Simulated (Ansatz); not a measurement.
# A hypothetical structure for AlZnGeH, part 2 of 2

This structure for AlZnGeH is made up. Its elements were placed in a known structure type with a cell scaled to their sizes. What cell does the guess relax to, and how far off was it?

Ansatz 0.2.0; DFT, PBEsol, plane-wave PAW, files of the set soft_1, scalar-relativistic, no spin, cell and ions relaxed at zero pressure; PAW set soft_1 (the session's first sound run).

So far: The structure; Relaxing cell and atoms. The relaxed cell has a = 3.870, c = 4.865 Å (conventional setting).

## Step 3: Bands of the relaxed cell

A second self-consistent run takes a narrower smearing and the mesh shown in its input; the bands follow along the standard path of the relaxed lattice.

This step: DFT, PBEsol, plane-wave PAW, files of the set soft_1, scalar-relativistic, no spin, bands and density of states at the relaxed cell; PAW set soft_1 (Ansatz 0.2.0).

The input, input.yaml:

```yaml
crystal:
  lattice:
    - [3.8696619813, 0.0, 0.0]
    - [-1.9348309907, 3.3512255799, 0.0]
    - [0.0, 0.0, 4.865182099]
  atoms:
    - { symbol: Ge, position: [0.6666666667, 0.3333333333, 0.6740093224] }
    - { symbol: Zn, position: [0.3333333333, 0.6666666667, -0.0653825452] }
    - { symbol: Al, position: [0.0, 0.0, 0.4330840202] }
    - { symbol: H, position: [0.0, 0.0, 0.0921892026] }
kpoints:
  mp_grid: { grid: [10, 10, 6] }
  band_path:
    path:
      - [[0.0, 0.0, 0.0], [0.5, 0.0, 0.0], [0.33333333, 0.33333333, 0.0], [0.0, 0.0, 0.0], [0.0, 0.0, 0.5], [0.5, 0.0, 0.5], [0.33333333, 0.33333333, 0.5], [0.0, 0.0, 0.5]]
      - [[0.5, 0.0, 0.5], [0.5, 0.0, 0.0]]
      - [[0.33333333, 0.33333333, 0.0], [0.33333333, 0.33333333, 0.5]]
    npoints: 8
scf:
  occupations: { method: fermi_dirac, width: 0.03 }
  n_extra_bands: 8
hamiltonian:
  xc: pbesol
  pseudopotentials: { kind: paw, azcp: { folder: soft_1 }, xc_functional: pbe }
output:
  forces: true
  stress: true
  write_bands: true
  dos: { projected: true }
  write_density: true
  write_potential: true
  elf: true
  volumetric_format: npy
```

Run with:

```console
$ ansatz run input.yaml --threads 4 --pin off --max-ram 8192MiB --backend cpu --events-out ev --progress --plain --runs-dir out
```

Numbers of over 12 decimals in the logs are rounded to 6 here.

The log of the run:

```text
[...]
Crystal: 4 atoms, lattice volume = 63.092 Å³
Basis set: ecut = 420 eV, 1241 PW (Γ), exchange–correlation on 54×54×72 points (8 copies of the dense FFT grid, shifted against one another)
Bands: 23, of which v1, the nominal top of the filled ones, is band 15 counted from 1 (14 counted from 0)
Symmetry: 6 space group operations
[...]
k-points: 72 of 600 (time reversal used)
[...]
SCF iter   1: F=—  HF=-8073.840300 eV  |F-HF|=—  |Δ(HF+E_count)|=         —  Δρ=4.43e-2  dr2=1.44e0  ethr=3.10e-3  ⟨swp⟩=6.2  Hψ=8992  notcnv=0
[...]
SCF iter  10: F=-8073.388621 eV  HF=-8073.388621 eV  |F-HF|=1.29e-8  |Δ(HF+E_count)|=   2.29e-8  Δρ=6.18e-6  dr2=3.29e-8  ethr=3.33e-10  ⟨swp⟩=13.9  Hψ=11270  notcnv=0
SCF 1 converged in 10 iterations: F = -8073.388621 eV  dr2 = 3.29e-8
[...]
NSCF: frozen V_eff on 75 k-points
SCF converged after 10 iterations
Free energy (F): -8073.388621 eV
[...]
Internal energy: -8073.385604 eV  (E = F + TS)
E sigma→0 (E₀):  -8073.387113 eV
Entropy (-TS):   -0.003017 eV (-0.754 meV/atom)
Fermi energy:    7.082169 eV
[...]
--- Forces (eV/Å), atoms counted from 1 ---
  atom   1  Ge     0.00000000    -0.00000000     0.02014506
  atom   2  Zn     0.00000000    -0.00000000     0.09295907
  atom   3  Al     0.00000000    -0.00000000    -0.11385903
  atom   4  H     -0.00000000     0.00000000     0.00078258
  max |Σ_I F_I| component: 2.77e-5 eV/Å
--- Stress (GPa, compression-positive) ---
       -0.103183      -0.000000       0.000000
       -0.000000      -0.103183      -0.000000
        0.000000       0.000000      -0.168898
  P = ⅓ Tr σ = -0.1251 GPa (-1.251 kbar)
--- Band table (eV; the first three rows and the last of 72) ---
  k-point 0: bands = [... 11 lower, 1.8865, 3.6827, 8.0208, 8.0208, 9.9129, 10.4851, 10.4851, 10.9852, ... 4 higher]
  k-point 1: bands = [... 11 lower, 1.0451, 4.7580, 8.0531, 8.0531, 10.1302, 10.6413, 10.6413, 10.9093, ... 4 higher]
  k-point 2: bands = [... 11 lower, 0.2954, 6.2743, 8.1205, 8.1205, 10.4273, 11.0361, 11.0635, 11.0635, ... 4 higher]
  k-point 71: bands = [... 11 lower, 1.9450, 2.3123, 2.9853, 4.7091, 5.5063, 12.3927, 13.6562, 14.2267, ... 4 higher]
```

Run time: 4.9 s. Hardware: 4 threads of Arm Neoverse V2, shared host; peak memory 0.45 GiB; 19 s of CPU time.

This step gave:

```
free energy             : -8073.3886 eV
energy at zero smearing : -8073.3871 eV
smearing term TS        : 0.003017 eV
Fermi energy            : 7.082 eV
pressure                : -0.1251 GPa
```

bands.tsv at the labelled points (eV, zero at the Fermi level; the bands that come nearest the Fermi level along the path):

```tsv
point	band 12	band 13	band 14	band 15	band 16	band 17	band 18	band 19
Γ	-5.20	-3.40	0.94	0.94	2.83	3.40	3.40	3.90
M	-6.40	-3.00	-1.28	-1.00	-0.54	1.05	2.84	6.07
K	-6.22	-5.14	-1.99	-0.52	1.26	1.77	2.30	2.69
Γ	-5.20	-3.40	0.94	0.94	2.83	3.40	3.40	3.90
A	-6.91	-0.07	1.07	1.07	3.13	4.33	4.33	5.01
L	-5.60	-5.44	-3.21	-0.78	1.02	1.90	3.02	6.70
H	-5.04	-4.55	-4.55	-2.26	-1.89	5.52	6.94	7.24
A	-6.91	-0.07	1.07	1.07	3.13	4.33	4.33	5.01
L	-5.60	-5.44	-3.21	-0.78	1.02	1.90	3.02	6.70
M	-6.40	-3.00	-1.28	-1.00	-0.54	1.05	2.84	6.07
K	-6.22	-5.14	-1.99	-0.52	1.26	1.77	2.30	2.69
H	-5.04	-4.55	-4.55	-2.26	-1.89	5.52	6.94	7.24
```

States per cell as run, both spins, in windows of 1 eV, from dos.tsv (zero at the Fermi level):

| from | to | total |
| --- | --- | --- |
| -8 | -7 | 6.90 |
| -7 | -6 | 3.73 |
| -6 | -5 | 1.39 |
| -5 | -4 | 0.77 |
| -4 | -3 | 0.95 |
| -3 | -2 | 1.38 |
| -2 | -1 | 1.76 |
| -1 | 0 | 1.09 |
| 0 | 1 | 1.23 |
| 1 | 2 | 0.75 |
| 2 | 3 | 1.19 |
| 3 | 4 | 1.77 |
| 4 | 5 | 1.71 |
| 5 | 6 | 1.69 |

A further 12.0 states lie below the table's range.

Force by atom:

| atom | x (eV/Å) | y (eV/Å) | z (eV/Å) | size |
| --- | --- | --- | --- | --- |
| Ge1 | 0.000 | 0.000 | 0.020 | 0.020 |
| Zn2 | 0.000 | 0.000 | 0.093 | 0.093 |
| Al3 | 0.000 | 0.000 | -0.114 | 0.114 |
| H4 | 0.000 | 0.000 | 0.001 | 0.001 |

Electrostatic potential energy in the ac plane at fractional y = 0.000, with atoms of Al and H within 0.2 Å of it. With pseudopotentials it is smooth inside the atoms' cores, unlike the true potential.

Ten even steps from '_' (-11 eV) to '@' (10 eV), each cell a mean:
```
@@@@@@@@@@%%%%##%%%%@@@@@@@@
@@@@@@@@@@%%######%%@@@@@@@@
@@@@@@@@@@%%######%%@@@@@@@@
@@@@@@@@%%%%######%%@@@@@@@@
%%%%%%@@%%####**##%%%%@@%%%%
****##%%%%####**##%%%%%%##**
....==**##%%######%%##**--..
--....==##%%%%%%%%%%**--__::
@@**..::**%%@@@@@@%%++..::##
@@%%....**%%@@@@@@%%++__--@@
%%==__--##@@@@@@@@%%**....**
..__::++%%@@@@@@@@@@##==....
::--**##@@@@@@@@@@@@%%##++--
--++%%@@@@@@@@@@@@@@@@%%##==
__::##@@@@@@@@@@@@@@@@@@**..
__..%%@@@@@@%%%%%%@@@@@@**__
--**%%@@@@%%%%%%%%%%@@@@%%++
```
Columns run along a (3.9 Å; values clipped at the 3rd and 97th percentile), rows up along c (4.9 Å). Atoms in or near the plane, at fractional coordinates: Al at (0.00, 0.43), H at (0.00, 0.09).

Valence density in the ac plane at fractional y = 0.000, with atoms of Al and H within 0.2 Å of it. It is the smooth field of the valence electrons, not physical close to the nuclei.

Ten steps, logarithmic in the rise over the least value, from '_' (0.1 e/Å³) to '@' (1.3 e/Å³), each cell a mean:
```
++==----==++++++++====--====
::::::--==++******++==--::::
....::--==++******++==--::..
::::--==++********++==--::::
----====++********++++====--
====++++++**********++++====
==++++++++********++++++++++
--==++++++++++++++++++++++==
..::==++++++======++++++==::
__..==++====----====++==--..
----======--::::::--======--
++++++==--::......::--==++++
####**==--..______::--++**##
%%%%**==--..____..::--++##%%
@@%%**++--::::::::::--++##@@
@@%%**==--------------++##@@
####++==--====++====--==**##
```
Columns run along a (3.9 Å), rows up along c (4.9 Å). Atoms in or near the plane, at fractional coordinates: Al at (0.00, 0.43), H at (0.00, 0.09).

ELF in the ac plane at fractional y = 0.000, with atoms of Al and H within 0.2 Å of it. It is the smooth field of the valence electrons, not physical close to the nuclei.

Ten even steps from '0' (0.54 × 1e-1) to '9' (9.96 × 1e-1), each cell a mean:
```
54111111111124
00012222221000
00012333332100
00123444443210
12234444444321
23455544455543
23566544556652
01576554567630
20266554566510
50145543455301
00134322234200
65432111123455
99752100013589
99862000013799
99952101012799
99841111111599
99521111111379
```
Columns run along a (3.9 Å), rows up along c (4.9 Å). Atoms in or near the plane, at fractional coordinates: Al at (0.00, 0.43), H at (0.00, 0.09).

## Step 4: Results

| Quantity | Value |
| --- | --- |
| space group, relaxed | P3m1 |
| conventional cell | a = 3.870, b = 3.870, c = 4.865 Å; α = 90.0°, β = 90.0°, γ = 120.0° |
| volume per atom | 15.77 Å³ (guess 12.54) |

AlZnGeH relaxes to P3m1 with a = 3.870, b = 3.870 and c = 4.865 Å. The guessed volume was 20 % too small. The space group P3m1 was held in the relaxation, so the end point is a stationary structure within it and may be a saddle against distortions or other arrangements. Bands cross the Fermi level, so it is a metal or semimetal at this level. On the 10×10×6 mesh with the narrower smearing (relaxed on 8×8×6) the largest force component is 0.114 eV/Å and the largest stress component is 0.169 GPa, against the relaxation's thresholds of 0.015 eV/Å and 0.05 GPa. The cutoff wasn't tested. A vector of the cell changed its length by 12 %, more than the volume shows. No dispersion term is used, so weakly bound directions may come out too long. Nothing here tests whether the compound is stable against decomposition.

[Logs are printed without paths, hosts, clocks, repeated set-up lines and the standing remarks that a program may print on its own settings, such as how far it seeks lower states.]

[Hosts, paths, dates, database ids (printed as entryN), source tags and the programs' standing remarks are cut or masked in the printed files.]
